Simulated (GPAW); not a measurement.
# The basis that the transmission of a Pt chain with a Li atom on top of one atom needs, part 2 of 2

Wanted: the zero-bias transmission of a Pt chain with a Li atom on top of one atom on a ladder of levels, with run times.

GPAW 26.7.0; GPAW LCAO, PAW setups; Landauer transmission from Green's functions with principal layers (ASE), zero bias.

So far, transmission at the Fermi level (one spin): step 2 (GPAW, dzp, PBE, GPAW) 3.82; step 3 (basis szp(dzp), PBE, GPAW) 3.83; step 4 (basis sz(dzp), PBE, GPAW) 3.81; step 5 (LDA) 3.84.

## (8) Density threshold 0.001: conv = 0.001 (continued)

One spin. The transmission, zone mean by energy, zero at the Fermi level:

```csv
energy (eV),"transmission, zone mean"
-3.00,2.95
-2.77,2.97
-2.55,2.98
-2.40,2.99
-2.17,2.65
-1.95,2.95
-1.73,2.98
-1.57,2.99
-1.35,3.95
-1.12,4.74
-0.90,5.09
-0.75,5.12
-0.68,5.12
-0.53,5.00
-0.30,4.14
-0.07,3.86
0.00,3.82
0.07,3.75
0.30,3.00
0.53,2.99
0.75,0.998
0.90,0.998
1.12,0.998
1.35,0.998
1.57,0.997
1.73,0.997
1.95,0.996
2.17,0.995
2.40,0.997
2.55,0.874
2.77,0.978
3.00,0.975
```

Not self-consistent under bias; the bias window is split evenly. Current through one cell, from the zero-bias transmission against bias:

```
bias (V)  current through one cell, from the zero-bias transmission (mA)
   0.100                                                          0.0295
   0.200                                                          0.0590
   0.500                                                           0.145
   1.000                                                           0.292
   1.500                                                           0.441
   2.000                                                           0.559
```

Table of transmission of the three most open eigenchannels by energy, zero at the Fermi level:

| energy (eV) | channel 1 | channel 2 | channel 3 |
| --- | --- | --- | --- |
| -3.0000 | 0.999 | 0.992 | 0.960 |
| -2.7750 | 0.999 | 0.993 | 0.975 |
| -2.4750 | 0.999 | 0.995 | 0.991 |
| -2.2500 | 0.999 | 0.995 | 0.991 |
| -2.0250 | 0.999 | 0.996 | 0.922 |
| -1.7250 | 0.999 | 0.997 | 0.980 |
| -1.5000 | 0.998 | 0.998 | 0.977 |
| -1.2750 | 0.998 | 0.997 | 0.974 |
| -0.9750 | 0.998 | 0.998 | 0.980 |
| -0.7500 | 0.998 | 0.998 | 0.983 |
| -0.5250 | 0.998 | 0.997 | 0.987 |
| -0.2250 | 0.999 | 0.997 | 0.989 |
| 0.0000 | 0.998 | 0.997 | 0.990 |
| 0.2250 | 0.998 | 0.997 | 0.990 |
| 0.5250 | 0.997 | 0.997 | 0.992 |
| 0.7500 | 0.998 | 1.3e-6 | 4.6e-7 |
| 0.9750 | 0.998 | 1.4e-6 | 4.6e-12 |
| 1.2750 | 0.998 | 1.4e-6 | 0 |
| 1.5000 | 0.997 | 1.5e-6 | 0 |
| 1.7250 | 0.997 | 1.5e-6 | 0 |
| 2.0250 | 0.996 | 1.6e-6 | 0 |
| 2.2500 | 0.995 | 1.6e-6 | 0 |
| 2.4750 | 0.999 | 1.6e-6 | 0 |
| 2.7750 | 0.978 | 1.7e-6 | 0 |
| 3.0000 | 0.975 | 1.8e-6 | 0 |

The conductance equals that of the dzp run to 0.2 %.

## (9) A second varied run

A last run, with other settings again.

File run.py:

```python
import json
import numpy as np
from ase import Atoms
from ase.transport.calculators import TransportCalculator
from gpaw import GPAW, FermiDirac
from gpaw.lcao.tools import get_lcao_hamiltonian
from scipy.linalg import eigh

# The junction with lead layers at both ends, along the third cell vector
device = Atoms(
    ['Pt', 'Pt', 'Pt', 'Pt', 'Pt', 'Pt', 'Pt', 'Pt', 'Li', 'Pt', 'Pt', 'Pt', 'Pt', 'Pt', 'Pt', 'Pt'],
    positions=[
        [4.50000, 4.50000, 1.20000],
        [4.50000, 4.50000, 3.60000],
        [4.50000, 4.50000, 6.00000],
        [4.50000, 4.50000, 8.40000],
        [4.50000, 4.50000, 10.80000],
        [4.50000, 4.50000, 13.20000],
        [4.50000, 4.50000, 15.60000],
        [4.50000, 4.50000, 18.00000],
        [6.95800, 4.50000, 18.00000],
        [4.50000, 4.50000, 20.40000],
        [4.50000, 4.50000, 22.80000],
        [4.50000, 4.50000, 25.20000],
        [4.50000, 4.50000, 27.60000],
        [4.50000, 4.50000, 30.00000],
        [4.50000, 4.50000, 32.40000],
        [4.50000, 4.50000, 34.80000]],
    cell=[[9.0, 0.0, 0.0], [0.0, 9.0, 0.0], [0.0, 0.0, 36.0]],
    pbc=True)

# One principal layer of the lead: the first 5 atoms of the device
lead = Atoms(
    ['Pt', 'Pt', 'Pt', 'Pt', 'Pt'],
    positions=[
        [4.50000, 4.50000, 1.20000],
        [4.50000, 4.50000, 3.60000],
        [4.50000, 4.50000, 6.00000],
        [4.50000, 4.50000, 8.40000],
        [4.50000, 4.50000, 10.80000]],
    cell=[[9.0, 0.0, 0.0], [0.0, 9.0, 0.0], [0.0, 0.0, 12.0]],
    pbc=True)

settings = dict(mode='lcao', basis='dzp', xc='PBE', h=0.2,
                occupations=FermiDirac(0.1), maxiter=50,
                mixer=dict(beta=0.7, nmaxold=1, weight=1.0),
                convergence=dict(density=0.0001))
energies = np.arange(-3, 3 + 1e-9, 0.075)
eta = 0.0001
n1, n2 = 1, 1
# k and -k transmit alike, so half of the mesh across the current serves
mesh = [(i, j) for i in range(n1) for j in range(n2) if (i, j) <= (-i % n1, -j % n2)]
weights = np.array([1 if (i, j) == (-i % n1, -j % n2) else 2 for i, j in mesh]) / (n1 * n2)

# [... helper functions left out ...]
fermi_lead = ground_state(lead, (1, 1, 10), 'lead.txt')
fermi_device = ground_state(device, (1, 1, 2), 'device.txt')
# [... loop over the mesh left out, but for ...]
        # Shift the lead onto the potential of the device's first layer
        shift = ((H[:, 0, 0] - H0[:, 0, 0]) / S0[0, 0]).real.mean()
# [...]
kT = 8.617333e-5 * 77
bias = [0.1, 0.2, 0.5, 1.0, 1.5, 2.0]
# [... integrals and printing left out ...]
```

The run is started by

```
$ OMP_NUM_THREADS=1 OPENBLAS_NUM_THREADS=1 python run.py
```

Run time: 1.9 min. Hardware: 1 thread of Intel Xeon Platinum 8488C (Sapphire Rapids), shared host; peak memory 0.44 GiB.

The run stopped without converging, so none of its numbers is a property of the system.

The fault put into the input: mixing far too strong, under a cap of 50 iterations, which ended the run (beta = 0.7, nmaxold = 1 and weight = 1.0).

## (10) Results

```yaml
conductance: 3.82 G₀
transmission_at_the_fermi_level_mean_of_the_spins: 3.82
thermopower: about 0 (under 1.5 μV/K)
```

What this shows: In the dzp basis the junction conducts 3.82 G₀ at 77 K, with T = 3.82 a spin at the Fermi level; the sz basis reaches that conductance within 10 %. At the Fermi level the three most open eigenchannels pass 1.00, 1.00 and 0.99. Measured against the first run (dzp), the nearest curve is that of dzp-LDA (r.m.s. 0.14) and the farthest that of sz (0.28). Over the compared runs wall time goes from 95 s (szp) to 142 s (dzp-LDA), on a shared host. The geometry was built from estimated bond lengths and not relaxed, so the numbers describe this model structure. The run had no spin polarisation, so a magnetic state, which chains and small molecules with open shells often have, wasn't tested. Spin-orbit coupling is left out, which matters for the heavy atoms here. An evenly spaced straight chain is an idealisation: free chains tend to dimerise, zigzag or, where a band edge lies near the Fermi level, turn magnetic. The currents use the zero-bias T(E) throughout, which holds only while the bias is small against the distance to the nearest feature. The energy step is wider than the thermal energy, so the conductance and thermopower rest on interpolation of T(E).

[Logs are printed without paths, hosts, clocks, repeated set-up lines and the standing remarks that a program may print on its own settings, such as how far it seeks lower states.]

[Hosts, paths, dates, database ids (printed as entryN), source tags and the programs' standing remarks are cut or masked in the printed files.]
